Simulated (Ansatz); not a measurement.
**ZnSe (Stilleite): given cell or relaxed cell?**

Aim: gaps of ZnSe (Stilleite) at the database cell and after a full relaxation.

Program: Ansatz 0.2.0. Level of theory: PBE, HSE06 and G0W0, plane waves, PAW. Values are calculated unless marked as measured.

**What was measured.**

- Gap 2.695 ± 0.003 eV: excitonic gap from free-exciton PL, not corrected for exciton binding; photoluminescence; 300 K; bulk crystal (Bridgman-grown crystal, polished and etched) (“Alloy Disordering Effects on the Thermal Conductivity and Energy Gap Temperature Dependence of Cd1−xZnxSe Ternary Crystals Grown by the Bridgman Method”, 2023, pmc:10253836).

Report form: inputs, costs, results and the conclusion, without the logs.

## Step 1: The structure

Symmetry: F-43m, No. 216, cubic system. Conventional cell: a = 5.668 Å, b = 5.668 Å, c = 5.668 Å, α = 90.00°, β = 90.00°, γ = 90.00°. Zn has 4 Se at 2.45 Å nearest. Nearest to Se lie 4 Zn at 2.45 Å. Farther neighbours, and contacts between anions beyond the nearest, are not listed.

The cell and positions come from the Crystallography Open Database and are kept as given unless a step says otherwise. The runs that relaxed it are not among those shown. The default PAW set here is soft_1. Its files were made with PBE.

## Step 2: PBE bands at the given cell

Levels along a band path, at the cheap level, show where the edges lie and whether the meshes to come will hold them.

This step: DFT, PBE, plane waves, PAW.

The input, input.yaml:

```yaml
crystal:
  lattice:
    - [0.0, 2.8338, 2.8338]
    - [2.8338, 0.0, 2.8338]
    - [2.8338, 2.8338, 0.0]
  atoms:
    - { symbol: Zn, position: [0.0, 0.0, 0.0] }
    - { symbol: Se, position: [0.25, 0.25, 0.25] }
kpoints:
  mp_grid: { grid: [8, 8, 8] }
  band_path:
    path:
      - [[0.0, 0.0, 0.0], [-0.5, -0.5, 0.0], [-0.375, -0.375, 0.25]]
      - [[-0.375, 0.0, 0.375], [0.0, 0.0, 0.0], [0.0, 0.0, 0.5], [-0.5, -0.25, 0.25], [-0.5, -0.5, 0.0]]
    npoints: 10
hamiltonian:
  xc: pbe
  pseudopotentials: { kind: paw, azcp: { folder: "./paw" } }
scf:
  occupations: { method: fermi_dirac, width: 0.02 }
  n_extra_bands: 4
output:
  eigenvalues: true
  write_density: true
  write_potential: true
  elf: true
  volumetric_format: npy
```

The run is started by

```console
$ ansatz run input.yaml --threads 3 --pin off --max-ram 92160MiB --backend cuda --events-out ev --progress --plain --runs-dir out --devices 1 --max-vram 13GiB
```

Wall time 17 s (1 × NVIDIA H100 80GB HBM3 (shared by 6 runs) with 3 threads of AMD EPYC 7R13 (Zen 3), shared host); peak memory 0.91 GiB; 2.8 s of CPU time.

Numbers from this step:

- filled bands: 14
- gap: 1.285 eV
- valence top at: Γ
- conduction bottom at: Γ
- least direct gap: 1.285 eV

The gap is direct, at Γ.

## Step 3: The relaxed cell

Cell and ions were relaxed with PBE; that run is not shown. It left this cell:

Symmetry: F-43m, No. 216, cubic system. Conventional cell: a = 5.733 Å, b = 5.733 Å, c = 5.733 Å, α = 90.00°, β = 90.00°, γ = 90.00°. Nearest to Zn lie 4 Se at 2.48 Å. Se has 4 Zn at 2.48 Å nearest. Farther neighbours, and contacts between anions beyond the nearest, are not listed.

## Step 4: PBE at the relaxed cell

The cell differs from the one that the last finished run ended in (a 4.008 → 4.053 Å, b 4.008 → 4.053 Å, c 4.008 → 4.053 Å).

input.yaml, the sections that differ from step 2:

```yaml
crystal:
  lattice:
    - [0.0, 2.8662503, 2.8662503]
    - [2.8662503, 0.0, 2.8662503]
    - [2.8662503, 2.8662503, 0.0]
  atoms:
    - { symbol: Zn, position: [0.0, 0.0, 0.0] }
    - { symbol: Se, position: [0.25, 0.25, 0.25] }
output:
  eigenvalues: true
# kpoints, hamiltonian, scf: as in step 2
```

Wall time 16 s (1 × NVIDIA H100 80GB HBM3 (shared by 6 runs) with 3 threads); peak memory 0.89 GiB; 4.1 s of CPU time.

Numbers from this step:

```yaml
gap: 1.150 eV
valence_top_at: Γ
conduction_bottom_at: Γ
least_direct_gap: 1.150 eV
```

The gap is direct, at Γ.

## Step 5: HSE06 at the relaxed cell

The screened hybrid is the usual rung above semilocal functionals: a quarter of exact exchange, cut off beyond a few ångström.

This step: DFT, HSE06, plane waves, PAW.

The input, input.yaml:

```yaml
crystal:
  lattice:
    - [0.0, 2.8662503, 2.8662503]
    - [2.8662503, 0.0, 2.8662503]
    - [2.8662503, 2.8662503, 0.0]
  atoms:
    - { symbol: Zn, position: [0.0, 0.0, 0.0] }
    - { symbol: Se, position: [0.25, 0.25, 0.25] }
kpoints:
  mp_grid: { grid: [4, 4, 4] }
  band_path:
    path:
      - [0.0, 0.0, 0.0]
      - [-0.5, -0.5, 0.0]
      - [-0.375, -0.375, 0.25]
      - [-0.375, 0.0, 0.375]
      - [0.0, 0.0, 0.5]
      - [-0.5, -0.25, 0.25]
    npoints: 1
hamiltonian:
  xc: hse06
  pseudopotentials: { kind: paw, azcp: { folder: "./paw" } }
scf:
  occupations: { method: fixed }
  n_extra_bands: 4
output:
  eigenvalues: true
  write_density: true
  write_potential: true
  elf: true
  volumetric_format: npy
```

Run time: 18 s. Hardware: 1 × NVIDIA H100 80GB HBM3 (shared by 6 runs) with 3 threads; peak memory 1.1 GiB; 12 s of CPU time.

Numbers from this step:

```yaml
gap: 2.280 eV
valence_top_at: Γ
conduction_bottom_at: Γ
least_direct_gap: 2.280 eV
```

The gap stands +1.13 eV against PBE.

## Step 6: G0W0 at the relaxed cell

G0W0 replaces the xc potential by the self-energy, built once from these orbitals. Only a window of levels is corrected, while the sums run over the empty bands that the input names.

This step: G0W0 on PBE, plane waves, PAW.

The input, input.yaml:

```yaml
crystal:
  lattice:
    - [0.0, 2.8662503, 2.8662503]
    - [2.8662503, 0.0, 2.8662503]
    - [2.8662503, 2.8662503, 0.0]
  atoms:
    - { symbol: Zn, position: [0.0, 0.0, 0.0] }
    - { symbol: Se, position: [0.25, 0.25, 0.25] }
kpoints:
  mp_grid: { grid: [6, 6, 6] }
hamiltonian:
  xc: pbe
  pseudopotentials: { kind: paw, azcp: { folder: "./paw" } }
scf:
  occupations: { method: fixed }
gw:
  n_empty_bands: 140
  ecut_chi: 120
  qp_bands: [v2, c2]
  qp_kpoints: band_edges
  screening: { model: contour_deformation }
```

Wall time 15 s (1 × NVIDIA H100 80GB HBM3 (shared by 6 runs) with 3 threads); peak memory 1.1 GiB; 13 s of CPU time.

This step gave:

| Quantity | Value |
| --- | --- |
| bands summed | 154 |
| RPA ε∞ on this mesh (eigenvalues) | 9.058, 9.058, 9.058 |
| plane waves in the screening matrix | 137 |
| G0W0 gap on the mesh | 2.209 eV |
| k of the valence top | 0, 0, 0 |
| k of the conduction bottom | 0, 0, 0 |
| starting gap on the mesh | 1.148 eV |
| least direct G0W0 gap on the computed points | 2.209 eV |

The gap on the mesh goes from 1.15 eV to 2.21 eV, a correction of +1.06 eV. Between the two edge states, bare exchange in place of the xc potential would open the gap by 6.81 eV, and correlation takes back 5.75 eV.

## Step 7: G0W0 at the given cell

input.yaml, the sections that differ from step 6:

```yaml
crystal:
  lattice:
    - [0.0, 2.8338, 2.8338]
    - [2.8338, 0.0, 2.8338]
    - [2.8338, 2.8338, 0.0]
  atoms:
    - { symbol: Zn, position: [0.0, 0.0, 0.0] }
    - { symbol: Se, position: [0.25, 0.25, 0.25] }
gw:
  n_empty_bands: 135
  ecut_chi: 120
  qp_bands: [v2, c2]
  qp_kpoints: band_edges
  screening: { model: contour_deformation }
# kpoints, hamiltonian, scf: as in step 6
```

Run time: 18 s. Hardware: 1 × NVIDIA H100 80GB HBM3 (shared by 6 runs) with 3 threads; peak memory 1.2 GiB; 13 s of CPU time.

Numbers from this step:

| Property | Result |
| --- | --- |
| bands summed | 149 |
| RPA ε∞ on this mesh (eigenvalues) | 8.530, 8.530, 8.530 |
| plane waves in the screening matrix | 137 |
| G0W0 gap on the mesh | 2.391 eV |
| k of the valence top | 0, 0, 0 |
| k of the conduction bottom | 0, 0, 0 |
| starting gap on the mesh | 1.283 eV |
| least direct G0W0 gap on the computed points | 2.391 eV |

The gap on the mesh goes from 1.28 eV to 2.39 eV, a correction of +1.11 eV. Between the two edge states, bare exchange in place of the xc potential would open the gap by 6.94 eV, and correlation takes back 5.84 eV.

## Step 8: Together

G0W0 rows are gaps on the mesh, lowered where the mesh misses an edge of the band path.

| level | given cell (eV) | relaxed cell (eV) | change (eV) |
| --- | --- | --- | --- |
| PBE | 1.28 | 1.15 | −0.13 |
| HSE06 | - | 2.28 | - |
| G0W0@PBE | 2.39 | 2.21 | −0.18 |

## Step 9: Outcome

```json
{"volume change": "+3.5 %", "PBE, given cell": "1.28 eV", "PBE, relaxed cell": "1.15 eV", "HSE06, relaxed cell": "2.28 eV", "G0W0@PBE, relaxed cell": "2.21 eV", "G0W0@PBE, given cell": "2.39 eV", "known limits": "short of the basis limit; no spin-orbit coupling"}
```

**Reading.** Relaxation changes the volume by +3.5 % and the gap by −0.13 eV (PBE) and −0.18 eV (G0W0@PBE). Bands and cutoff are finite, so the gap stands short of the basis limit, usually by up to a few tenths of an eV; the mesh is an error of its own. The many-body steps are scalar-relativistic: spin-orbit coupling is not in them.

[Long decimals in the printed logs are rounded to 6 places.]

[Logs are printed without paths, hosts, clocks, repeated set-up lines and the standing remarks that a program may print on its own settings, such as how far it seeks lower states.]

[Paths, hosts, dates, memory and timing lines, banners, echoed tables and standing remarks are left out of the program output; an Ansatz launch command may be rebuilt from the run's recorded settings. Measured values are a selection of at most five: reports struck by readers or far from the other reports are left out. None is set beside runs whose start may be inverted or whose files or cutoffs have a known fault.]

[Runs of the session that timed out or met a known fault of the program may be left out.]

[Cells called generated may have been cut or substituted from an entry of the Crystallography Open Database or the Materials Project.]

[Hosts, paths, dates, database ids (printed as entryN), source tags and the programs' standing remarks are cut or masked in the printed files.]

[Where the starting crystal was built by hand or by swapping elements, it need not be the compound's stable phase.]
